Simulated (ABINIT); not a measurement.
# Optical response of CdF2

Aim: the dielectric function of CdF2, and the optical constants that follow from it.

Main program and level: ABINIT 10.8.3; DFT, PBE, plane waves with norm-conserving potentials (PseudoDojo 0.4.1), scalar-relativistic, independent-particle linear optical response without local fields.

### 1. Starting point

Symmetry: Fm-3m, No. 225, cubic system. The conventional cell has a = 5.388 Å, b = 5.388 Å, c = 5.388 Å, α = 90.00°, β = 90.00°, γ = 90.00°. Nearest to Cd lie 8 F at 2.33 Å. F has 4 Cd at 2.33 Å nearest. Farther neighbours and most contacts between anions are not listed.

Structure file:

```cif
data_structure
_symmetry_space_group_name_H-M 'Fm-3m'
_symmetry_Int_Tables_number 225
_cell_length_a 5.3880
_cell_length_b 5.3880
_cell_length_c 5.3880
_cell_angle_alpha 90.000
_cell_angle_beta 90.000
_cell_angle_gamma 90.000
_cell_volume 156.42
loop_
_atom_site_label
_atom_site_type_symbol
_atom_site_symmetry_multiplicity
_atom_site_Wyckoff_symbol
_atom_site_fract_x
_atom_site_fract_y
_atom_site_fract_z
_atom_site_occupancy
Cd1 Cd 4 a 0.00000 0.00000 0.00000 1
F1 F 8 c 0.25000 0.25000 0.75000 1
```

### 2. Ground state, bands and velocity matrix elements

First the ground state: is it a metal or has it a gap?

This step: DFT, PBE, plane waves with norm-conserving potentials (PseudoDojo 0.4.1), scalar-relativistic, ground state, bands at fixed density and velocity matrix elements (ABINIT 10.8.3).

The input, run.abi:

```
# ground state, bands on a dense mesh, and the derivatives d/dk of the wave functions
ndtset 3

ngkpt1 7 7 7
shiftk1 0.0 0.0 0.0
tolvrs1 1.0d-12
nband1 21
prtden1 1

iscf2 -2
getden2 1
ngkpt2 11 11 11
shiftk2 0.0 0.0 0.0
kptopt2 1
nband2 34
nbdbuf2 4
tolwfr2 1.0d-14

optdriver3 8
wfk_task3 "wfk_ddk"
prtevk3 1
getwfk3 2
getden3 1
iscf3 -2
ngkpt3 11 11 11
shiftk3 0.0 0.0 0.0
kptopt3 1
nband3 34

nshiftk 1
occopt 3
tsmear 0.001837
ecut 45.0
nstep 80
iomode 3
chksymbreak 0
chkprim 0
chksymtnons 0
acell 3*1.0 Angstrom
rprim
  0.000000000000 2.694000000000 2.694000000000
  2.694000000000 0.000000000000 2.694000000000
  2.694000000000 2.694000000000 0.000000000000
natom 3
ntypat 2
znucl 48 9
typat 1 2 2
xred
  0.000000000000 0.000000000000 0.000000000000
  0.750000000000 0.750000000000 0.750000000000
  0.250000000000 0.250000000000 0.250000000000
pseudos "Cd.upf, F.upf"
```

The run is started by

```
$ mpirun -n 4 abinit run.abi
```

Numbers of over 12 decimals in the logs are rounded to 6 here.

Output:

```text
DATASET    1 : space group Fm -3 m (#225); Bravais cF (face-center cubic)
 DATASET    2 : space group Fm -3 m (#225); Bravais cF (face-center cubic)
 DATASET    3 : space group Fm -3 m (#225); Bravais cF (face-center cubic)
            ngfft          45      45      45
                         0.06997    0.06997    0.06997    0.03499    0.01749    0.06997
                         0.06997    0.03499    0.01749    0.03499    0.06997    0.13994
                         0.00451    0.01803    0.01803    0.01803    0.01803    0.01803
                         0.01803    0.01803    0.01803    0.00902    0.00451    0.01803
                         0.01803    0.01803    0.01803    0.01803    0.01803    0.00902
                         0.00451    0.01803    0.01803    0.01803    0.01803    0.00902
                         0.00451    0.01803    0.01803    0.00902    0.00451    0.00902
                         0.01803    0.03606    0.03606    0.03606    0.01803    0.03606
                         0.03606    0.03606    0.03606    0.01803    0.01803    0.03606
                         0.00451    0.01803    0.01803    0.01803    0.01803    0.01803
                         0.01803    0.01803    0.01803    0.00902    0.00451    0.01803
                         0.01803    0.01803    0.01803    0.01803    0.01803    0.00902
                         0.00451    0.01803    0.01803    0.01803    0.01803    0.00902
                         0.00451    0.01803    0.01803    0.00902    0.00451    0.00902
                         0.01803    0.03606    0.03606    0.03606    0.01803    0.03606
                         0.03606    0.03606    0.03606    0.01803    0.01803    0.03606
== DATASET  1 ==================================================================
 Real(R)+Recip(G) space primitive vectors, cartesian coordinates (Bohr,Bohr^-1):
 R(1)=  0.0000000  5.0909222  5.0909222  G(1)= -0.0982140  0.0982140  0.0982140
 R(2)=  5.0909222  0.0000000  5.0909222  G(2)=  0.0982140 -0.0982140  0.0982140
 R(3)=  5.0909222  5.0909222  0.0000000  G(3)=  0.0982140  0.0982140 -0.0982140
 Unit cell volume ucvol=  2.6388784E+02 bohr^3
 Angles (23,13,12)=  6.00000000E+01  6.00000000E+01  6.00000000E+01 degrees
 getcut: wavevector=  0.0000  0.0000  0.0000  ngfft=  45  45  45
     iter   Etot(hartree)      deltaE(h)  residm     vres2
 ETOT  1  -223.29783247224    -2.233E+02 2.912E+00 1.904E+03
 ETOT  2  -224.33894002397    -1.041E+00 9.289E-02 2.606E+03
 ETOT  3  -224.69307969158    -3.541E-01 7.861E-02 1.413E+02
 ETOT  4  -224.70341087528    -1.033E-02 3.076E-03 8.463E+01
 ETOT  5  -224.70989352855    -6.483E-03 4.287E-04 1.830E+01
 ETOT  6  -224.71267500354    -2.781E-03 1.301E-03 7.267E-02
 ETOT  7  -224.71268429988    -9.296E-06 2.051E-04 2.445E-03
 ETOT  8  -224.71268452920    -2.293E-07 6.376E-04 1.395E-03
 ETOT  9  -224.71268471233    -1.831E-07 1.324E-04 6.380E-05
 ETOT 10  -224.71268472091    -8.578E-09 3.096E-04 4.099E-08
 ETOT 11  -224.71268472089     1.720E-11 4.740E-05 1.469E-09
 ETOT 12  -224.71268472091    -1.202E-11 1.457E-04 3.665E-11
 ETOT 13  -224.71268472091    -3.752E-12 2.852E-05 1.451E-12
 ETOT 14  -224.71268472090     1.208E-11 6.794E-05 6.166E-14
 At SCF step   14       vres2   =  6.17E-14 < tolvrs=  1.00E-12 =>converged.
 Cartesian components of stress tensor (hartree/bohr^3)
  sigma(1 1)= -1.45158784E-04  sigma(3 2)=  0.00000000E+00
  sigma(2 2)= -1.45158784E-04  sigma(3 1)=  0.00000000E+00
  sigma(3 3)= -1.45158784E-04  sigma(2 1)=  0.00000000E+00
 Mean square residual over all n,k,spin=   29.349E-08; max=  67.938E-06
 Fermi (or HOMO) energy (hartree) =   0.17444   Average Vxc (hartree)=  -0.39118
 Eigenvalues (hartree) for nkpt=  20  k points:
 kpt#   1, nband= 21, wtk=  0.00292, kpt=  0.0000  0.0000  0.0000 (reduced coord)
  -3.50247   -2.07277   -2.07277   -2.07277   -0.64666   -0.60621   -0.09031   -0.09031
  -0.09031   -0.04622   -0.04622    0.07948    0.07948    0.07948    0.09700    0.09700
   0.09700    0.23002    0.58342    0.58342    0.58342
   2.00000    2.00000    2.00000    2.00000    2.00000    2.00000    2.00000    2.00000
   2.00000    2.00000    2.00000    2.00000    2.00000    2.00000    2.00000    2.00000
   2.00000    0.00000    0.00000    0.00000    0.00000
kinetic             :  9.42022986942506E+01
hartree             :  6.59536042612177E+01
xc                  : -3.53693582876449E+01
Ewald energy        : -1.39421659606732E+02
psp_core            :  4.24111874353286E+00
local_psp           : -2.13302095456664E+02
non_local_psp       : -1.01659306885795E+00
internal            : -2.24712684720898E+02
'-kT*entropy'       :  2.66252490320822E-15
total_energy        : -2.24712684720898E+02
total_energy_eV     : -6.11474365831171E+03
 Cartesian components of stress tensor (hartree/bohr^3)
  sigma(1 1)= -1.45158784E-04  sigma(3 2)=  0.00000000E+00
  sigma(2 2)= -1.45158784E-04  sigma(3 1)=  0.00000000E+00
  sigma(3 3)= -1.45158784E-04  sigma(2 1)=  0.00000000E+00
-Cartesian components of stress tensor (GPa)         [Pressure=  4.2707E+00 GPa]
== DATASET  2 ==================================================================
 Real(R)+Recip(G) space primitive vectors, cartesian coordinates (Bohr,Bohr^-1):
 R(1)=  0.0000000  5.0909222  5.0909222  G(1)= -0.0982140  0.0982140  0.0982140
 R(2)=  5.0909222  0.0000000  5.0909222  G(2)=  0.0982140 -0.0982140  0.0982140
 R(3)=  5.0909222  5.0909222  0.0000000  G(3)=  0.0982140  0.0982140 -0.0982140
 Unit cell volume ucvol=  2.6388784E+02 bohr^3
 Angles (23,13,12)=  6.00000000E+01  6.00000000E+01  6.00000000E+01 degrees
 getcut: wavevector=  0.0000  0.0000  0.0000  ngfft=  45  45  45
 Mean square residual over all n,k,spin=   46.884E-16; max=  99.852E-16
 Eigenvalues (hartree) for nkpt=  56  k points:
 kpt#   1, nband= 34, wtk=  0.00075, kpt=  0.0000  0.0000  0.0000 (reduced coord)
  -3.50247   -2.07277   -2.07277   -2.07277   -0.64666   -0.60621   -0.09031   -0.09031
  -0.09031   -0.04622   -0.04622    0.07948    0.07948    0.07948    0.09700    0.09700
   0.09700    0.23002    0.58342    0.58342    0.58342    0.76535    0.84801    0.84801
   0.97624    0.97624    0.97624    0.99177    0.99177    0.99177    1.32641    1.38204
== DATASET  3 ==================================================================
            ngfft          45      45      45
[...]
0.03606    0.03606    0.03606    0.01803    0.01803    0.03606
                         0.00451    0.01803    0.01803    0.01803    0.01803    0.01803
                         0.01803    0.01803    0.01803    0.00902    0.00451    0.01803
                         0.01803    0.01803    0.01803    0.01803    0.01803    0.00902
                         0.00451    0.01803    0.01803    0.01803    0.01803    0.00902
                         0.00451    0.01803    0.01803    0.00902    0.00451    0.00902
                         0.01803    0.03606    0.03606    0.03606    0.01803    0.03606
                         0.03606    0.03606    0.03606    0.01803    0.01803    0.03606
[shortened to cell, iterations, levels, energies and stress; the echo of variables, forces, comments, warnings and credits are left out]
```

The job ended after 73 s (4 MPI ranks of Arm Neoverse V2, shared host; peak memory 0.13 GiB; 4.9 min of CPU time).

Numbers from this step:

- total energy: -224.7 Ha
- gap on the k-mesh: 3.147 eV
- direct gap on the mesh: 3.620 eV

There is a gap, 3.15 eV on this mesh (points off the mesh can give less), so no carriers' term is needed.

### 3. Optical response

With the density converged, the vertical transitions are summed over the zone.

This step: DFT, PBE, plane waves with norm-conserving potentials (PseudoDojo 0.4.1), scalar-relativistic, independent-particle linear optical response without local fields (ABINIT 10.8.3).

The input, optic.abi:

```
&FILES
 ddkfile_1 = 'runo_DS3_1_EVK.nc',
 ddkfile_2 = 'runo_DS3_2_EVK.nc',
 ddkfile_3 = 'runo_DS3_3_EVK.nc',
 wfkfile = 'runo_DS2_WFK.nc'
/
&PARAMETERS
 broadening = 0.001470,
 domega = 0.0014700,
 maxomega = 0.58799,
 scissor = 0.0,
 tolerance = 0.002,
 nband_sum = 30
/
&COMPUTATIONS
 num_lin_comp = 1,
 lin_comp = 11,
 num_nonlin_comp = 0,
 num_linel_comp = 0,
 num_nonlin2_comp = 0
/
```

The run is started by

```
$ optic optic.abi
```

Output:

```text

 OPTIC has originally been developed by
 S. Sharma, J. K. Dewhurst and C. Ambrosch-Draxl, Phys. Rev. B 67, 165332 (2003), and
 S. Sharma and C. Ambrosch-Draxl, Physica Scripta T 109 (2004).

 rprimd(bohr)      =   0.00000   5.09092   5.09092
                       5.09092   0.00000   5.09092
                       5.09092   5.09092   0.00000
 natom             =       3
 nkpt,mband        =      56      34
 ecut              =  45.00000 Ha
 newocc: new Fermi energy is       0.173877 , with nelect=     34.000000, Number of bisection calls: 7
 Fermi level: 4.7314  (eV)

 fermie            =   0.17388 Ha   4.73145 eV
 Scissor shift     =   0.00000 Ha
 Tolerance on closeness to singularities     =   0.00200 Ha
 Smearing factor      =   0.00147 Ha
 Will use the antiresonant approximation (meaning that the antiresonant terms are neglected)
 Will not perform the bands decomposition
 linear coeffs to be calculated :
 11
 non-linear coeffs to be calculated :

 electronic part of electro-optic coeffs to be calculated :

 non-linear coeffs (V2) to be calculated :

 linear optic matrix elements will be printed :0
 optic : Call pmat2cart
 No scissor shift to be applied. Returning to main optic routine.
 optic : Call linopt
  linopt            1           1
 calculated the component:           1           1   of dielectric function
  with broadening:         (0.000000,1.46999999999999995E-003)
 and scissors shift:   0.000000
 energy window:   129.113692      eV   4.744841      Ha
 optic : Call nlinopt
 optic : Call linelop
 optic : Call nonlinopt

================================================================================

 Calculation completed.
-
program: optic
version: 10.8.3
start_datetime:
end_datetime:
overall_cpu_time:           0.1
overall_wall_time:           0.1
mpi_procs: 1
omp_threads: 1
...
```

It took 0.63 s on 1 thread; peak memory 0.05 GiB.

This step gave:

```
electronic dielectric constant ε∞, mean over x, y and z (by symmetry where fewer were run) : 2.650
```

The Im ε, E ∥ x has structure finer than the step of the table below, so its rows give means over 0.5 eV, whole bins alone (the curve runs from 0.0400 to 15.9 eV). Peaks (eV: height): 10.08: 2.95, 10.28: 3.09, 12.32: 3.16, 13.44: 2.57, 13.68: 2.96, 14.00: 4.00, 14.36: 3.14.

Sum at mesh points, not converged in k; values under the direct gap are tails of Lorentzian lines. The Im ε, E ∥ x by photon energy; means over each step:

| photon energy (eV) | Im ε, E ∥ x |
| --- | --- |
| 0.5 | 9.0e-4 |
| 1.0 | 0.00187 |
| 1.5 | 0.00302 |
| 2.0 | 0.00453 |
| 2.5 | 0.00677 |
| 3.0 | 0.0108 |
| 3.5 | 0.0233 |
| 4.0 | 0.236 |
| 4.5 | 0.965 |
| 5.0 | 0.884 |
| 5.5 | 1.26 |
| 6.0 | 1.35 |
| 6.5 | 1.20 |
| 7.0 | 1.27 |
| 7.5 | 1.37 |
| 8.0 | 1.12 |
| 8.5 | 1.08 |
| 9.0 | 1.35 |
| 9.5 | 1.26 |
| 10.0 | 2.19 |
| 10.5 | 2.69 |
| 11.0 | 1.30 |
| 11.5 | 0.967 |
| 12.0 | 1.54 |
| 12.5 | 2.26 |
| 13.0 | 1.72 |
| 13.5 | 2.29 |
| 14.0 | 2.66 |
| 14.5 | 2.49 |
| 15.0 | 1.88 |
| 15.5 | 1.20 |

The reflectivity at normal incidence, E ∥ x has structure finer than the step of the table below, so its rows give means over 0.5 eV, whole bins alone (the curve runs from 0.0400 to 15.9 eV). Peaks (eV: height): 10.56: 16.6, 10.72: 16.3, 12.32: 16.5, 13.68: 15.8, 14.00: 24.8, 14.40: 20.9, 14.96: 23.9.

Sum at mesh points, not converged in k. The reflectivity at normal incidence, E ∥ x by photon energy; means over each step:

| photon energy (eV) | reflectivity at normal incidence, E ∥ x (%) |
| --- | --- |
| 0.5 | 5.74 |
| 1.0 | 5.81 |
| 1.5 | 5.94 |
| 2.0 | 6.13 |
| 2.5 | 6.43 |
| 3.0 | 6.87 |
| 3.5 | 7.67 |
| 4.0 | 8.87 |
| 4.5 | 10.5 |
| 5.0 | 8.96 |
| 5.5 | 9.03 |
| 6.0 | 9.56 |
| 6.5 | 8.25 |
| 7.0 | 7.94 |
| 7.5 | 7.99 |
| 8.0 | 6.61 |
| 8.5 | 7.30 |
| 9.0 | 8.23 |
| 9.5 | 8.33 |
| 10.0 | 13.1 |
| 10.5 | 15.4 |
| 11.0 | 6.75 |
| 11.5 | 5.17 |
| 12.0 | 9.00 |
| 12.5 | 12.2 |
| 13.0 | 8.85 |
| 13.5 | 12.2 |
| 14.0 | 16.6 |
| 14.5 | 17.0 |
| 15.0 | 20.1 |
| 15.5 | 12.4 |

The loss function −Im 1/ε at q → 0, E ∥ x has structure finer than the step of the table below, so its rows give means over 0.5 eV, whole bins alone (the curve runs from 0.0400 to 15.9 eV). Peaks (eV: height): 6.96: 0.300, 10.80: 0.552, 11.20: 0.438, 12.60: 0.413, 14.16: 0.471, 15.40: 0.890, 15.72: 0.962.

Sum at mesh points, not converged in k; values under the direct gap are tails of Lorentzian lines. Table of loss function −Im 1/ε at q → 0, E ∥ x by energy loss; means over each step:

| energy loss (eV) | loss function −Im 1/ε at q → 0, E ∥ x |
| --- | --- |
| 0.5 | 1.3e-4 |
| 1.0 | 2.6e-4 |
| 1.5 | 4.1e-4 |
| 2.0 | 6.0e-4 |
| 2.5 | 8.5e-4 |
| 3.0 | 0.00126 |
| 3.5 | 0.00236 |
| 4.0 | 0.0204 |
| 4.5 | 0.0752 |
| 5.0 | 0.0805 |
| 5.5 | 0.129 |
| 6.0 | 0.136 |
| 6.5 | 0.135 |
| 7.0 | 0.162 |
| 7.5 | 0.176 |
| 8.0 | 0.178 |
| 8.5 | 0.142 |
| 9.0 | 0.164 |
| 9.5 | 0.142 |
| 10.0 | 0.149 |
| 10.5 | 0.296 |
| 11.0 | 0.410 |
| 11.5 | 0.207 |
| 12.0 | 0.172 |
| 12.5 | 0.296 |
| 13.0 | 0.277 |
| 13.5 | 0.243 |
| 14.0 | 0.322 |
| 14.5 | 0.368 |
| 15.0 | 0.554 |
| 15.5 | 0.781 |

At chosen wavelengths:

| wavelength (nm) | n | k | R (%) | 1/α |
| --- | --- | --- | --- | --- |
| 800 | 1.65 | 0.001 | 5.9 | 67 µm |
| 633 | 1.66 | 0.001 | 6.1 | 38 µm |
| 532 | 1.67 | 0.002 | 6.3 | 24 µm |
| 450 | 1.69 | 0.002 | 6.6 | 15 µm |
| 365 | 1.75 | 0.005 | 7.4 | 5.8 µm |
| 308 | 1.82 | 0.118 | 8.7 | 208 nm |
| 193 | 1.70 | 0.380 | 8.5 | 40 nm |

Below the direct gap, k and the depth come from the tails of the Lorentzian lines, not from transitions.

Rows near the edge hang on the gap, which this functional as a rule makes too small, and phonon-assisted absorption is left out.

### 4. Outcome

| Quantity | Value |
| --- | --- |
| electronic dielectric constant ε∞, mean over x, y and z (by symmetry where fewer were run) (independent particles) | 2.65 |

**Reading.** At this level (PBE, independent particles) CdF2 has ε∞ = 2.65 and n = 1.63 at 1550 nm. On the mesh the gap is 3.15 eV and the least direct gap 3.62 eV, so on this mesh the band edges lie at different points. Excitons and phonon-assisted transitions are missing, and so are local fields; PBE gaps are as a rule too small, which pulls the onset down and ε∞ up. The sum runs over mesh points 0.18 Å⁻¹ apart with no interpolation, so peaks are partly noise of the mesh and static values carry its error.

[Logs are printed without paths, hosts, clocks, repeated set-up lines and the standing remarks that a program may print on its own settings, such as how far it seeks lower states.]

[Hosts, paths, dates, database ids (printed as entryN), source tags and the programs' standing remarks are cut or masked in the printed files.]
